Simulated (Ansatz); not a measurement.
# WS2 monolayer (2H) under biaxial strain in the plane of the sheet, part 2 of 3

Aim: how do the optical modes of WS2 monolayer (2H) shift and split under this strain?

Ansatz 0.2.0; DFT PBEsol, scalar-relativistic, plane waves, PAW; PAW set soft_1.

So far: Set-up; Relaxation.

## (3) Tight relaxation

Phonons need small forces and stress, so the relaxation is finished with tight tolerances on 12×12×1 k points.

input.yaml reads:

```yaml
crystal:
  lattice:
    - [3.145972506, 0.0, 0.0]
    - [-1.572986253, 2.7244921098, 0.0]
    - [0.0, 0.0, 30.0]
  atoms:
    - { symbol: W, position: [0.3333333333, 0.6666666667, 0.3333333333] }
    - { symbol: S, position: [0.6666666667, 0.3333333333, 0.3855624159] }
    - { symbol: S, position: [0.6666666667, 0.3333333333, 0.2811042508] }
  periodic: [true, true, false]
kpoints:
  mp_grid: { grid: [12, 12, 1] }
hamiltonian:
  xc: pbesol
  pseudopotentials: { kind: paw, azcp: { folder: soft_1 }, xc_functional: pbe }
scf:
  occupations: { method: fixed }
output:
  forces: true
  stress: true
  eigenvalues: true
  write_density: true
  write_potential: true
  elf: true
  volumetric_format: npy
relax:
  adjacent_minimum: "off"
  f_tol: 0.001
  max_steps: 60
  cell: { stress_2d_tol: 0.002 }
```

On the command line:

```sh
> ansatz run input.yaml --threads 4 --pin off --max-ram 16384MiB --backend cpu --events-out ev --progress --plain --runs-dir out
```

Numbers of over 12 decimals in the logs are rounded to 6 here.

What it wrote:

```text
[...]
Crystal: 3 atoms, lattice volume = 257.135 Å³
Basis set: ecut = 420 eV, 4961 PW (Γ), exchange–correlation on 48×48×432 points (8 copies of the dense FFT grid, shifted against one another)
Bands: 17, of which v1, the nominal top of the filled ones, is band 13 counted from 1 (12 counted from 0)
Symmetry: 12 space group operations
[...]
--- Relaxed structure (3 steps of the walk, 3 accepted, 1 SCFs on fresh bases) ---
[...]
cell:  # Å, volume = 257.1148 Å³
    - [3.145847, 0.0, 0]
    - [-1.572923, 2.724383, 0]
    - [0, 0, 30.0]
  atoms:
    - { symbol: W, position: [0.333333, 0.666667, 0.333333] }
    - { symbol: S, position: [0.666667, 0.333333, 0.385562] }
    - { symbol: S, position: [0.666667, 0.333333, 0.281105] }
[key lines of the parts left out:]
SCF converged after 11 iterations
Free energy (F): -12030.069990 eV
Fermi energy:    -5.738568 eV
P = ½ c Tr σ = 0.0000 N/m
```

Run time: 12 s. Hardware: 4 threads of Arm Neoverse V2, shared host; peak memory 0.53 GiB.

Little changed from the start: no atom moved by 0.005 Å and no cell edge by 0.1 %.

Valence density in the ac plane at fractional y = 0.333, with atoms of S within 0.2 Å of it. It is the smooth field of the valence electrons, not physical close to the nuclei.

Ten even steps from '_' (0.0 e/Å³) to '@' (1.0 e/Å³), each cell a mean:
```
________________________________
________________________________
________________________________
________________________________
________________________________
________________________________
________________________________
________________________________
________________________________
________________________________
________________________________
________________________________
________________________________
________________............____
--::......::++##@@@@####%%@@%%++
====++++++====++++********++++==
============++**####****####**++
::........::==**%%%%####%%%%##++
________________________________
________________________________
________________________________
________________________________
________________________________
________________________________
```
Columns run along a (3.1 Å), rows up along c (30.0 Å). Atoms in or near the plane, at fractional coordinates: S at (0.67, 0.39), S at (0.67, 0.28).

ELF in the ac plane at fractional y = 0.333, with atoms of S within 0.2 Å of it. It is the smooth field of the valence electrons, not physical close to the nuclei.

Ten even steps from '0' (0.00) to '9' (0.84), each cell a mean:
```
0000000000000000
0000000000000000
0000000000000000
0000000000000000
0000000000000000
0000000000000000
0000000000000000
0000000000000000
0000000000000000
0000000000000000
0000000000000000
0000000000000000
0000000001111000
3000024689999875
8411379986445899
3322334565555654
4322345676555676
7411369997556899
2000013577888764
0000000000000000
0000000000000000
0000000000000000
0000000000000000
0000000000000000
```
Columns run along a (3.1 Å), rows up along c (30.0 Å). Atoms in or near the plane, at fractional coordinates: S at (0.67, 0.39), S at (0.67, 0.28).

Electrostatic potential energy in the ac plane at fractional y = 0.333, with atoms of S within 0.2 Å of it. With pseudopotentials it is smooth inside the atoms' cores, unlike the true potential.

Ten even steps from '_' (-35 eV) to '@' (0 eV), each cell a mean:
```
@@@@@@@@@@@@@@@@@@@@@@@@@@@@@@@@
@@@@@@@@@@@@@@@@@@@@@@@@@@@@@@@@
@@@@@@@@@@@@@@@@@@@@@@@@@@@@@@@@
@@@@@@@@@@@@@@@@@@@@@@@@@@@@@@@@
@@@@@@@@@@@@@@@@@@@@@@@@@@@@@@@@
@@@@@@@@@@@@@@@@@@@@@@@@@@@@@@@@
@@@@@@@@@@@@@@@@@@@@@@@@@@@@@@@@
@@@@@@@@@@@@@@@@@@@@@@@@@@@@@@@@
@@@@@@@@@@@@@@@@@@@@@@@@@@@@@@@@
@@@@@@@@@@@@@@@@@@@@@@@@@@@@@@@@
@@@@@@@@@@@@@@@@@@@@@@@@@@@@@@@@
@@@@@@@@@@@@@@@@@@@@@@@@@@@@@@@@
@@@@@@@@@@@@@@@@@@@@@@@@@@@@@@@@
@@@@@@@@@@@@@@@@@@@@@@%%@@@@@@@@
%%%%@@@@@@%%**--____________::**
**++++==++********++++++++++****
****************====----====++**
%%@@@@@@@@%%##==::..........--**
@@@@@@@@@@@@@@@@@@@@@@@@@@@@@@@@
@@@@@@@@@@@@@@@@@@@@@@@@@@@@@@@@
@@@@@@@@@@@@@@@@@@@@@@@@@@@@@@@@
@@@@@@@@@@@@@@@@@@@@@@@@@@@@@@@@
@@@@@@@@@@@@@@@@@@@@@@@@@@@@@@@@
@@@@@@@@@@@@@@@@@@@@@@@@@@@@@@@@
```
Columns run along a (3.1 Å; values clipped at the 3rd and 97th percentile), rows up along c (30.0 Å). Atoms in or near the plane, at fractional coordinates: S at (0.67, 0.39), S at (0.67, 0.28).

The largest force component left is 0.060 meV/Å, within the tolerances set.

## (4) Zone-centre response at rest

Phonons follow from the second derivative of the energy, found here by linear response.

The modes at rest are the reference of the series.

input.yaml, the sections that differ from step 3:

```yaml
crystal:
  lattice:
    - [3.1458467052, 0.0, 0.0]
    - [-1.5729233526, 2.7243831631, 0.0]
    - [0.0, 0.0, 30.0]
  atoms:
    - { symbol: W, position: [0.3333333333, 0.6666666667, 0.3333333333] }
    - { symbol: S, position: [0.6666666667, 0.3333333333, 0.3855621539] }
    - { symbol: S, position: [0.6666666667, 0.3333333333, 0.2811045128] }
  periodic: [true, true, false]
output:
  eigenvalues: true
phonons:
  method: dfpt
# kpoints, hamiltonian, scf: as in step 3
# relax: removed
```

What it wrote:

```text
[...]
Crystal: 3 atoms, lattice volume = 257.115 Å³
Basis set: ecut = 420 eV, 4961 PW (Γ), exchange–correlation on 48×48×432 points (8 copies of the dense FFT grid, shifted against one another)
Bands: 17, of which v1, the nominal top of the filled ones, is band 13 counted from 1 (12 counted from 0)
Symmetry: 12 space group operations
k-points: 43 of 144 (irreducible under 2 space group operations, time reversal used)
[...]
SCF iter   1: F=—  HF=-12030.505340 eV  |F-HF|=—  |Δ(HF+E_count)|=         —  Δρ=2.05e-2  dr2=1.27e0  ethr=3.10e-3  ⟨swp⟩=7.6  Hψ=5333  notcnv=0  defer=68
[...]
SCF iter  10: F=-12030.069990 eV  HF=-12030.069990 eV  |F-HF|=7.28e-12  |Δ(HF+E_count)|=  1.89e-10  Δρ=5.64e-8  dr2=6.44e-12  ethr=1.00e-12  ⟨swp⟩=23.2  Hψ=9699  notcnv=0
SCF 1 converged in 10 iterations: F = -12030.069990 eV  dr2 = 6.44e-12
[...]
DFPT response loops at Γ: preconditioner auto → none (the input reference at scf.mixing.eps_inf says where Resta's filter doesn't serve); β = 0.50; Broyden in place of MSR1
SCF converged after 10 iterations
Free energy (F): -12030.069990 eV
[...]
Internal energy: -12030.069990 eV  (E = F + TS)
E sigma→0 (E₀):  -12030.069990 eV
Fermi energy:    -5.738570 eV
[...]
--- Band table (eV; the first three rows and the last of 43) ---
  k-point 0: bands = [... 9 lower, -7.9207, -7.3086, -7.3086, -5.8639, -2.7482, -2.7482, -2.5709, -2.5709]
  k-point 1: bands = [... 9 lower, -8.3144, -7.4980, -7.1240, -5.9129, -2.8838, -2.8591, -2.6816, -2.5243]
  k-point 2: bands = [... 9 lower, -8.1450, -7.9376, -7.1265, -6.1594, -3.3429, -2.9193, -2.8542, -2.0140]
  k-point 42: bands = [... 9 lower, -9.3551, -9.1162, -7.6562, -6.3483, -3.2456, -2.3021, -2.2781, -0.4687]
--- Phonons (Γ-DFPT): 4 representative perturbations + reference, on 43 of 144 k-points (Σ response iterations 17) ---
  k mesh reduced under 2 symmetry operations, with k and −k counted as one. Each operation leaves every solved perturbation unchanged. A smaller set is not used because it would not reduce the number of displacements times k-points to solve
  ASR residual: 7.087e-5 → 0.000e0 eV/Å²; symmetrization residual: 1.246e-5 eV/Å²
  ASR residual per site (eV/Å²): 7.09e-5 4.12e-5 4.12e-5
  Γ frequencies (cm⁻¹): 0.00 0.00 0.00 295.32 295.32 355.58 355.58 416.22 437.89
  non-analytic LO–TO correction: not included (Born effective charges unavailable; polar crystals: no LO–TO splitting at Γ)
```

Run time: 28 s. Hardware: 4 threads; peak memory 1 GiB; 1.8 min of CPU time.

This step gave:

```yaml
sum_rule_residual_before_enforcement: 7.09e-5 eV/Å²
point_group: -6m2
highest_optical_mode_at_the_zone_centre_no_lo_to_term: 437.9 cm⁻¹
lowest_optical_zone_centre_mode: 295.3 cm⁻¹
```

Without the LO-TO term. Patterns of degenerate modes are one choice out of their space. Modes at Γ, with each element's share of the kinetic energy:

```
mode  frequency (cm⁻¹)  symmetry  W %  S %
   1               0.0  acoustic   74   26
   2               0.0  acoustic   74   26
   3               0.0  acoustic   74   26
   4             295.3       E''    0  100
   5             295.3       E''    0  100
   6             355.6        E'   26   74
   7             355.6        E'   26   74
   8             416.2       A1'    0  100
   9             437.9      A2''   26   74
```

Displacements in mode 4 (295.3 cm⁻¹), the largest set to 1:
```
W1   0.00  0.00  0.00
S2   0.09 -1.00  0.00
S3  -0.09  1.00  0.00
```

Displacements in mode 9 (437.9 cm⁻¹), the largest set to 1:
```
W1   0.00  0.00 -0.35
S2   0.00  0.00  1.00
S3   0.00  0.00  1.00
```

Before it was imposed, the acoustic sum rule was missed by 7.1e-5 eV/Å². Small misses are needed for a sound result but don't prove that mesh and cutoff are converged. The lowest optical mode is real, 295 cm⁻¹.

## (5) A member of the series: biaxial strain of +5 % in the plane of the sheet

The cell takes a biaxial strain of +5 % in the plane of the sheet. The cell is held, and the atoms relax in it.

input.yaml, the sections that differ from step 4:

```yaml
crystal:
  lattice:
    - [3.3031390404, 0.0, 0.0]
    - [-1.6515695202, 2.8606023212, 0.0]
    - [0.0, 0.0, 30.0]
  atoms:
    - { symbol: W, position: [0.3333333333, 0.6666666667, 0.3333333333] }
    - { symbol: S, position: [0.6666666667, 0.3333333333, 0.3841089052] }
    - { symbol: S, position: [0.6666666667, 0.3333333333, 0.2825577614] }
  periodic: [true, true, false]
output:
  forces: true
  stress: true
  eigenvalues: true
relax:
  adjacent_minimum: "off"
  f_tol: 0.001
  max_steps: 60
# kpoints, hamiltonian, scf: as in step 4
# phonons: removed
```

What it wrote:

```text
[...]
--- Relaxed structure (4 steps of the walk, 4 accepted, 0 SCFs on fresh bases) ---
  F+E_penalty+E_count = -12029.84409073 eV   max|allowed force component| = 9.149e-4 eV/Å
  cell:  # Å, volume = 283.4690 Å³
    - [3.303139, 0.0, 0.0]
    - [-1.651570, 2.860602, 0.0]
    - [0.0, 0.0, 30.0]
  atoms:
    - { symbol: W, position: [0.333333, 0.666667, 0.333333] }
    - { symbol: S, position: [0.666667, 0.333333, 0.383774] }
    - { symbol: S, position: [0.666667, 0.333333, 0.282892] }
[key lines of the parts left out:]
SCF converged after 5 iterations
Free energy (F): -12029.844091 eV
Fermi energy:    -5.494986 eV
P = ½ c Tr σ = -7.6693 N/m
```

The job ended after 10 s (4 threads; peak memory 0.54 GiB).

Relaxation path:

| step | energy less that of the first step (eV) | largest force component (eV/Å) |
| --- | --- | --- |
| 1 | 0.0000 | 0.1941 |
| 2 | -0.0008 | 0.1529 |
| 3 | -0.0019 | 0.0009 |
| 4 | -0.0019 | 0.0009 |

Forces are held to the 12 operations that the run works with; a distortion that breaks them can't arise in this run.

The atoms that moved most (Å):

```
atom     dx     dy      dz  length
  S3  0.000  0.000   0.010   0.010
  S2  0.000  0.000  -0.010   0.010
```

Final coordinates:

```
W S
1.0
     3.30314    0.00000    0.00000
    -1.65157    2.86060    0.00000
     0.00000    0.00000   30.00000
W S
1 2
Direct
  0.33333 0.66667 0.33333
  0.66667 0.33333 0.38377
  0.66667 0.33333 0.28289
```

Numbers from this step:

```yaml
gap_on_the_k_mesh: 0.8386 eV
area_per_atom: 3.15 Å²
```

The largest force component left is 0.91 meV/Å.

## (6) Modes of this member: biaxial strain of +5 % in the plane of the sheet

The zone-centre modes follow for biaxial strain of +5 % in the plane of the sheet.

input.yaml, the sections that differ from step 5:

```yaml
crystal:
  lattice:
    - [3.3031390404, 0.0, 0.0]
    - [-1.6515695202, 2.8606023212, 0.0]
    - [0.0, 0.0, 30.0]
  atoms:
    - { symbol: W, position: [0.3333333333, 0.6666666667, 0.3333333333] }
    - { symbol: S, position: [0.6666666667, 0.3333333333, 0.3837742431] }
    - { symbol: S, position: [0.6666666667, 0.3333333333, 0.2828924235] }
  periodic: [true, true, false]
output:
  eigenvalues: true
phonons:
  method: dfpt
# kpoints, hamiltonian, scf: as in step 5
# relax: removed
```

What it wrote:

```text
[...]
Crystal: 3 atoms, lattice volume = 283.469 Å³
Basis set: ecut = 420 eV, 5633 PW (Γ), exchange–correlation on 48×48×432 points (8 copies of the dense FFT grid, shifted against one another)
Bands: 17, of which v1, the nominal top of the filled ones, is band 13 counted from 1 (12 counted from 0)
Symmetry: 12 space group operations
k-points: 43 of 144 (irreducible under 2 space group operations, time reversal used)
[...]
SCF iter   1: F=—  HF=-12030.261717 eV  |F-HF|=—  |Δ(HF+E_count)|=         —  Δρ=2.08e-2  dr2=1.36e0  ethr=3.10e-3  ⟨swp⟩=7.8  Hψ=5236  notcnv=0  defer=60
[...]
SCF iter  13: F=-12029.844091 eV  HF=-12029.844091 eV  |F-HF|=1.82e-11  |Δ(HF+E_count)|=  2.55e-11  Δρ=3.61e-8  dr2=2.69e-12  ethr=1.00e-12  ⟨swp⟩=20.7  Hψ=8706  notcnv=0
SCF 1 converged in 13 iterations: F = -12029.844091 eV  dr2 = 2.69e-12
[...]
SCF converged after 13 iterations
Free energy (F): -12029.844091 eV
[...]
Internal energy: -12029.844091 eV  (E = F + TS)
E sigma→0 (E₀):  -12029.844091 eV
Fermi energy:    -5.494981 eV
[...]
--- Band table (eV; the first three rows and the last of 43) ---
  k-point 0: bands = [... 9 lower, -7.8327, -7.8327, -7.5090, -5.4950, -3.2744, -3.2744, -2.9379, -2.9379]
  k-point 1: bands = [... 9 lower, -8.2876, -7.9872, -7.2059, -5.6062, -3.3660, -3.1288, -3.0708, -3.0385]
  k-point 2: bands = [... 9 lower, -8.6943, -8.3526, -7.0841, -5.9854, -3.3738, -3.3447, -3.2703, -2.5841]
  k-point 42: bands = [... 9 lower, -9.1822, -9.1587, -7.5106, -6.5718, -3.7419, -3.0418, -2.4549, -1.0804]
[...]
ASR residual: 6.285e-5 → 0.000e0 eV/Å²; symmetrization residual: 4.357e-6 eV/Å²
  ASR residual per site (eV/Å²): 6.28e-5 4.62e-5 4.62e-5
  Γ frequencies (cm⁻¹): 0.00 0.00 0.00 279.05 279.05 331.02 331.02 408.59 410.62
[...]
```

It took 28 s on 4 threads; peak memory 1.1 GiB.

This step gave:

| Quantity | Value |
| --- | --- |
| sum-rule residual before enforcement | 6.28e-5 eV/Å² |
| highest optical mode at the zone centre (no LO-TO term) | 410.6 cm⁻¹ |
| lowest optical zone-centre mode | 279.1 cm⁻¹ |

Without the LO-TO term. Patterns of degenerate modes are one choice out of their space. The modes at Γ (shares of kinetic energy by element, %):

```
mode  frequency (cm⁻¹)  symmetry  W %  S %
   1               0.0  acoustic   74   26
   2               0.0  acoustic   74   26
   3               0.0  acoustic   74   26
   4             279.1       E''    0  100
   5             279.1       E''    0  100
   6             331.0        E'   26   74
   7             331.0        E'   26   74
   8             408.6       A1'    0  100
   9             410.6      A2''   26   74
```

The lowest optical mode is real, 279 cm⁻¹, and the highest lies at 410.6 cm⁻¹.

For the highest optical mode at the zone centre (no LO-TO term), step 4 gave 438 cm⁻¹; this run, with strain 5 %, gives 411 cm⁻¹ (-6 %).

## (7) Relaxation of a member: biaxial strain of -3 % in the plane of the sheet

The cell takes a biaxial strain of -3 % in the plane of the sheet. The cell is held, and the atoms relax in it.

input.yaml, the sections that differ from step 6:

```yaml
crystal:
  lattice:
    - [3.051471304, 0.0, 0.0]
    - [-1.525735652, 2.6426516682, 0.0]
    - [0.0, 0.0, 30.0]
  atoms:
    - { symbol: W, position: [0.3333333333, 0.6666666667, 0.3333333333] }
    - { symbol: S, position: [0.6666666667, 0.3333333333, 0.3863492866] }
    - { symbol: S, position: [0.6666666667, 0.3333333333, 0.28031738] }
  periodic: [true, true, false]
output:
  forces: true
  stress: true
  eigenvalues: true
relax:
  adjacent_minimum: "off"
  f_tol: 0.001
  max_steps: 60
# kpoints, hamiltonian, scf: as in step 6
# phonons: removed
```

What it wrote:

```text
[...]
Crystal: 3 atoms, lattice volume = 241.919 Å³
Basis set: ecut = 420 eV, 4709 PW (Γ), exchange–correlation on 48×48×432 points (8 copies of the dense FFT grid, shifted against one another)
Bands: 17, of which v1, the nominal top of the filled ones, is band 13 counted from 1 (12 counted from 0)
Symmetry: 12 space group operations
[...]
--- Relaxed structure (4 steps of the walk, 4 accepted, 0 SCFs on fresh bases) ---
  F+E_penalty+E_count = -12029.97467272 eV   max|allowed force component| = 1.804e-4 eV/Å
  cell:  # Å, volume = 241.9193 Å³
    - [3.051471, 0.0, 0.0]
    - [-1.525736, 2.642652, 0.0]
    - [0.0, 0.0, 30.0]
  atoms:
    - { symbol: W, position: [0.333333, 0.666667, 0.333333] }
    - { symbol: S, position: [0.666667, 0.333333, 0.386756] }
    - { symbol: S, position: [0.666667, 0.333333, 0.279910] }
[key lines of the parts left out:]
SCF converged after 5 iterations
Free energy (F): -12029.974673 eV
Fermi energy:    -5.619055 eV
P = ½ c Tr σ = 6.3204 N/m
```

Run time: 9.7 s. Hardware: 4 threads; peak memory 0.51 GiB; 37 s of CPU time.

(Continued in part 3 of 3.)

[Logs are printed without paths, hosts, clocks, repeated set-up lines and the standing remarks that a program may print on its own settings, such as how far it seeks lower states.]

[Hosts, paths, dates, database ids (printed as entryN), source tags and the programs' standing remarks are cut or masked in the printed files.]
